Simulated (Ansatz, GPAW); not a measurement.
# CN/Hf(0001): work function by functional and basis, part 4 of 4

Wanted: work functions and dipole of CN/Hf(0001), with the cost of each level.

GPAW 26.7.0 and Ansatz 0.2.0; Ansatz plane waves; slab in vacuum with a dipole correction, relaxation (the session's first sound run).

So far, upper work function (eV): step 2 (relaxing the atoms, PBE) 7.36; step 5 (self-consistent run: xc = "vdW-DF2", GPAW, PAW setups, GPAW) 7.70; step 6 (self-consistent run: xc = "revPBE") 7.15; step 7 (real-space grid: mode = "fd", PBE, GPAW) 7.39; step 8 (atomic orbitals: mode = "lcao", PBE, GPAW) 7.31.

## Step 10: A second plane-wave code

A second program with its own datasets checks the number independently.

This step: Ansatz plane waves; slab in vacuum with a dipole correction (Ansatz 0.2.0).

The input, input.yaml:

```yaml
crystal:
  lattice:
    - [3.2, 0.0, 0.0]
    - [1.6, 2.7712812921, 0.0]
    - [0.0, 0.0, 24.4726487535]
  atoms:
    - { symbol: Hf, position: [0.6666666667, 0.6666666667, 0.2860336072] }
    - { symbol: Hf, position: [0.0, 0.0, 0.3894633595] }
    - { symbol: Hf, position: [0.6666666667, 0.6666666667, 0.4968568486] }
    - { symbol: Hf, position: [0.0, 0.0, 0.5970485068] }
    - { symbol: C, position: [0.3333333333, 0.3333333333, 0.65811538] }
    - { symbol: "N", position: [0.3333333333, 0.3333333333, 0.706561726] }
kpoints:
  mp_grid: { grid: [11, 11, 1] }
hamiltonian:
  xc: pbe
scf:
  occupations: { method: fermi_dirac, width: 0.1 }
efield:
  axis: 3
  dipole_correction: true
  ramp_width: 0.05
output:
  forces: true
  write_potential: true
  write_density: true
  volumetric_format: npy
  elf: true
```

Run with:

```
> ansatz run input.yaml --threads 4 --pin off --max-ram 8192MiB --backend cpu --events-out ev --progress --plain --runs-dir out
```

Numbers of over 12 decimals in the logs are rounded to 6 here.

What it wrote:

```text
[...]
Crystal: 6 atoms, lattice volume = 217.026 Å³
Basis set: ecut = 420 eV, 4269 PW (Γ), exchange–correlation on 48×48×360 points (8 copies of the dense FFT grid, shifted against one another)
Bands: 68, of which v1, the nominal top of the filled ones, is band 57 counted from 1 (56 counted from 0)
Symmetry: 6 space group operations
[...]
k-points: 16 of 121 (time reversal used)
[...]
SCF iter   1: F=—  HF=-63518.598782 eV  |F-HF|=—  |Δ(HF+E_count)|=         —  Δρ=1.03e-2  dr2=8.79e0  ethr=1.77e-3  p=-0.104 e·Å  D=-8.71e-2 V/Å  ΔV_dip=2.13 eV  dr2_dipole=6.05e0  V_vac-E_F(+/−)=6.74/4.61 eV  ⟨swp⟩=6.1  Hψ=4165  notcnv=0
[...]
SCF iter   9: F=-63518.486627 eV  HF=-63518.486627 eV  |F-HF|=1.51e-7  |Δ(HF+E_count)|=   8.31e-7  Δρ=4.27e-6  dr2=5.05e-8  ethr=8.85e-11  p=-0.147 e·Å  D=-1.23e-1 V/Å  ΔV_dip=3.00 eV  dr2_dipole=1.70e-10  V_vac-E_F(+/−)=7.36/4.36 eV  ⟨swp⟩=15.9  Hψ=10600  notcnv=0
SCF 1 converged in 9 iterations: F = -63518.486627 eV  dr2 = 5.05e-8
[...]
WARN: The input density's exchange-correlation potential varies sharply where the density is thin. Do not read a vacuum level from v_tot or v_xc, or from such a field of the output density. On a cell that repeats whose density bears no net charge and no dipole along the vacuum's axis use v_es (v_loc + v_h of the components); under efield.dipole_correction with no amplitude use v_es + v_field, which holds any external [...]
SCF converged after 9 iterations
Free energy (F): -63518.486627 eV
[...]
Internal energy: -63518.327481 eV  (E = F + TS)
E sigma→0 (E₀):  -63518.407054 eV
Entropy (-TS):   -0.159146 eV (-26.524 meV/atom)
Fermi energy:    5.745108 eV
Dipole field:    D = -0.122630 V/Å  (p = -0.147078 e·Å, saw-weighted, corrected)
Work function:   Φ+ = 7.3608 eV   Φ− = 4.3596 eV
[...]
--- Forces (eV/Å), atoms counted from 1 ---
  atom   1  Hf     0.00000000     0.00000000     0.64406250
  atom   2  Hf    -0.00000000    -0.00000000    -0.64319167
  atom   3  Hf     0.00000000     0.00000000    -0.00023663
  atom   4  Hf    -0.00000000    -0.00000000    -0.00012779
  atom   5  C     -0.00000000     0.00000000     0.00521220
  atom   6  N     -0.00000000    -0.00000000    -0.00567597
  max |Σ_I F_I| component: 4.26e-5 eV/Å
--- Band table (eV; the first three rows and the last of 16) ---
  k-point 0: bands = [... 53 lower, 5.6006, 6.0032, 6.3595, 6.6058, 6.6058, 6.9199, 6.9199, 6.9270, ... 7 higher]
  k-point 1: bands = [... 53 lower, 5.4875, 5.8368, 6.2664, 6.4288, 6.5454, 6.7710, 6.8838, 7.1127, ... 7 higher]
  k-point 2: bands = [... 53 lower, 5.0812, 5.4443, 5.7291, 5.9967, 6.3644, 6.7151, 6.9860, 7.1629, ... 7 higher]
  k-point 15: bands = [... 53 lower, 4.3956, 4.8104, 4.8530, 5.5756, 5.7092, 5.9135, 5.9943, 6.2549, ... 7 higher]
```

It took 8.7 s on 4 threads of Arm Neoverse V1, shared host; peak memory 0.73 GiB.

The column dr2 measures how far the density is from self-consistency, as an energy; F and HF (Harris–Foulkes) agree once it is small.

This step gave:

```
upper work function     : 7.361 eV
lower work function     : 4.360 eV
dipole along the normal : -0.1471 e·Å
dipole field            : -0.1226 V/Å
vacuum level above      : 13.11 eV
vacuum level below      : 10.10 eV
```

Table of electrostatic potential energy of an electron (with the applied field's), less the Fermi level, planar mean by z:

```
z (Å)  electrostatic potential energy of an electron (with the applied field's), less the Fermi level, planar mean (eV)
  0.0                                                                                                              5.64
  0.5                                                                                                              4.45
  1.0                                                                                                              4.36
  1.5                                                                                                              4.36
  2.0                                                                                                              4.36
  2.5                                                                                                              4.36
  3.0                                                                                                              4.35
  3.5                                                                                                              4.33
  4.0                                                                                                              4.27
  4.5                                                                                                              4.10
  5.0                                                                                                              3.57
  5.5                                                                                                              2.07
  6.0                                                                                                             -1.91
  6.5                                                                                                             -10.4
  7.0                                                                                                             -13.8
  7.5                                                                                                             -9.91
  8.0                                                                                                             -1.75
  8.5                                                                                                             -1.47
  9.0                                                                                                             -9.28
  9.5                                                                                                             -13.6
 10.0                                                                                                             -10.4
 10.5                                                                                                             -2.13
 11.0                                                                                                            -0.506
 11.5                                                                                                             -7.13
 12.0                                                                                                             -13.2
 12.5                                                                                                             -11.9
 13.0                                                                                                             -3.91
 13.5                                                                                                             -1.31
 14.0                                                                                                             -8.01
 14.5                                                                                                             -13.4
 15.0                                                                                                             -11.8
 15.5                                                                                                             -5.52
 16.0                                                                                                             -7.45
 16.5                                                                                                             -2.21
 17.0                                                                                                             -2.62
 17.5                                                                                                             -2.27
 18.0                                                                                                              5.31
 18.5                                                                                                              7.06
 19.0                                                                                                              7.31
 19.5                                                                                                              7.35
 20.0                                                                                                              7.36
 20.5                                                                                                              7.36
 21.0                                                                                                              7.36
 21.5                                                                                                              7.36
 22.0                                                                                                              7.36
 22.5                                                                                                              7.36
 23.0                                                                                                              7.36
 23.5                                                                                                              7.36
 24.0                                                                                                              6.80
```

The valence density, planar mean oscillates, so the rows of the table below give means over windows of 2.58 Å about each position, cut where the curve ends. Its maxima inside the range that stand out by 2 % of the span (Å: e/Å³): 6.9: 3.02, 9.5: 3.07, 12.1: 3.03, 14.5: 3.03, 17.1: 0.494. Its minima: 8.3: 0.193, 10.9: 0.174, 13.5: 0.210, 15.6: 0.389.

Table of valence density, planar mean by z; means over each step:

z (Å), valence density, planar mean (e/Å³) and a bar:
```
     1.29       0.00 
     3.87       0.01 
     6.45       1.08 ############################
     9.03       1.14 #############################
    11.61       1.13 #############################
    14.19       1.17 ##############################
    16.77       0.40 ##########
    19.35       0.01 
    21.93       0.00
```

Force by atom:

```
atom  x (eV/Å)  y (eV/Å)  z (eV/Å)   size
 Hf1     0.000     0.000     0.644  0.644
 Hf2     0.000     0.000    -0.643  0.643
 Hf3     0.000     0.000     0.000  0.000
 Hf4     0.000     0.000     0.000  0.000
  C5     0.000     0.000     0.005  0.005
  N6     0.000     0.000    -0.006  0.006
```

Valence density in the ca plane at fractional y = 0.333, with atoms of C and N within 0.2 Å of it. It is the smooth field of the valence electrons, not physical close to the nuclei.

Values in e/Å³, 5 rows by 16 columns, each cell a mean:
```
0.5 0.3 0.8 0.2 0.5 0.6 0.3 0.8 0.2 0.1 0.0 0.0 0.0 0.0 0.0 0.0
0.4 0.2 0.5 0.2 0.3 0.4 0.2 0.5 0.3 0.3 0.2 0.0 0.0 0.0 0.0 0.0
0.2 0.2 0.2 0.1 0.2 0.2 0.2 0.2 0.9 1.8 1.6 0.1 0.0 0.0 0.0 0.0
0.2 0.1 0.1 0.1 0.1 0.2 0.2 0.2 1.2 2.5 2.3 0.1 0.0 0.0 0.0 0.0
0.2 0.2 0.3 0.2 0.2 0.2 0.2 0.3 0.4 0.6 0.4 0.0 0.0 0.0 0.0 0.0
```
Columns run along c (16.0 Å, from fractional 0.30 to 0.95 of the cell), rows up along a (3.2 Å). Atoms in or near the plane, at fractional coordinates: C at (0.66, 0.33), N at (0.71, 0.33).

Electrostatic potential energy in the ca plane at fractional y = 0.333, with atoms of C and N within 0.2 Å of it. With pseudopotentials it is smooth inside the atoms' cores, unlike the true potential.

Values in eV, 5 rows by 16 columns, each cell a mean:
```
 -3   2 -10   2  -4  -6   1 -10   2   9  11  12  12  12  12  12
  0   4  -4   4   0  -2   3  -4   2   7   9  12  12  12  12  12
  7   8   5   8   6   6   7   4 -12 -20 -13  12  12  12  12  12
  8   9   6   9   7   7   8   5 -18 -30 -21  12  12  12  12  12
  3   6   0   6   3   2   5  -1   0   1   5  12  12  12  12  12
```
Columns run along c (16.0 Å, from fractional 0.30 to 0.95 of the cell; values clipped at the 3rd and 97th percentile), rows up along a (3.2 Å). Atoms in or near the plane, at fractional coordinates: C at (0.66, 0.33), N at (0.71, 0.33).

ELF in the ca plane at fractional y = 0.333, with atoms of C and N within 0.2 Å of it. It is the smooth field of the valence electrons, not physical close to the nuclei.

Values, 5 rows by 16 columns, each cell a mean:
```
0.21 0.27 0.21 0.24 0.22 0.20 0.28 0.12 0.09 0.06 0.01 0.00 0.00 0.00 0.00 0.00
0.23 0.19 0.28 0.19 0.22 0.23 0.19 0.40 0.41 0.46 0.15 0.00 0.00 0.00 0.00 0.00
0.42 0.25 0.55 0.27 0.38 0.45 0.32 0.66 0.68 0.86 0.58 0.04 0.00 0.00 0.00 0.00
0.49 0.31 0.63 0.34 0.46 0.52 0.39 0.58 0.62 0.84 0.65 0.05 0.00 0.00 0.00 0.00
0.27 0.17 0.37 0.17 0.24 0.29 0.19 0.60 0.61 0.72 0.32 0.01 0.00 0.00 0.00 0.00
```
Columns run along c (16.0 Å, from fractional 0.35 to 1.00 of the cell), rows up along a (3.2 Å). Atoms in or near the plane, at fractional coordinates: C at (0.66, 0.33), N at (0.71, 0.33).

The upper face's work function is 7.361 eV, against 7.296 eV in the first plane-wave PBE run at this geometry.

## Step 11: Side by side

Results and costs are gathered.

This step: comparison of work functions, dipole and cost (GPAW 26.7.0).

Ladder, by row:

```
   step    code  work function, upper (eV)  work function, lower (eV)  dipole (e Å)  wall time (s)  peak memory (GiB)  threads
     pw    GPAW                      7.296                      4.365       -0.1441          155.5               0.28        1
   RPBE    GPAW                      7.147                      4.261       -0.1418          147.6               0.28        1
vdW-DF2    GPAW                      7.702                      4.605       -0.1521          182.2               0.49        1
 revPBE    GPAW                      7.154                      4.271       -0.1417          161.1               0.28        1
     fd    GPAW                      7.387                      4.364       -0.1481          374.3               0.79        1
   lcao    GPAW                      7.308                      4.358       -0.1445          993.2               0.42        1
 ansatz  Ansatz                      7.361                       4.36       -0.1471           8.69              0.728        4
```

## Step 12: Results

| Quantity | Value |
| --- | --- |
| work function, upper and lower face | 7.296 and 4.365 eV |
| dipole along the normal | -0.144 e Å |

What this shows: With plane waves and PBE the work function is 7.30 eV on the upper face and 4.36 eV on the lower. The two faces differ by 2.9 eV, the step that the slab's dipole makes (e p/(ε0 A) gives 2.9 eV), so the dipole layer is needed. Over the sound runs of the table the upper face's work function spans 7.147 (RPBE) to 7.702 eV (vdW-DF2). The two plane-wave codes differ by 0.065 eV on the upper face. At this geometry GPAW leaves forces of up to 0.28 eV/Å on free atoms, so it isn't GPAW's own minimum, and dipole and steps would shift on relaxing there. The cell of 8.87 Å² holds one CN, started on one chosen site; other sites and coverages weren't tried. The in-plane lattice was kept as typed, which isn't the functional's own and leaves some strain; spin-orbit coupling and temperature are left out.

[Logs are printed without paths, hosts, clocks, repeated set-up lines and the standing remarks that a program may print on its own settings, such as how far it seeks lower states.]

[Hosts, paths, dates, database ids (printed as entryN), source tags and the programs' standing remarks are cut or masked in the printed files.]
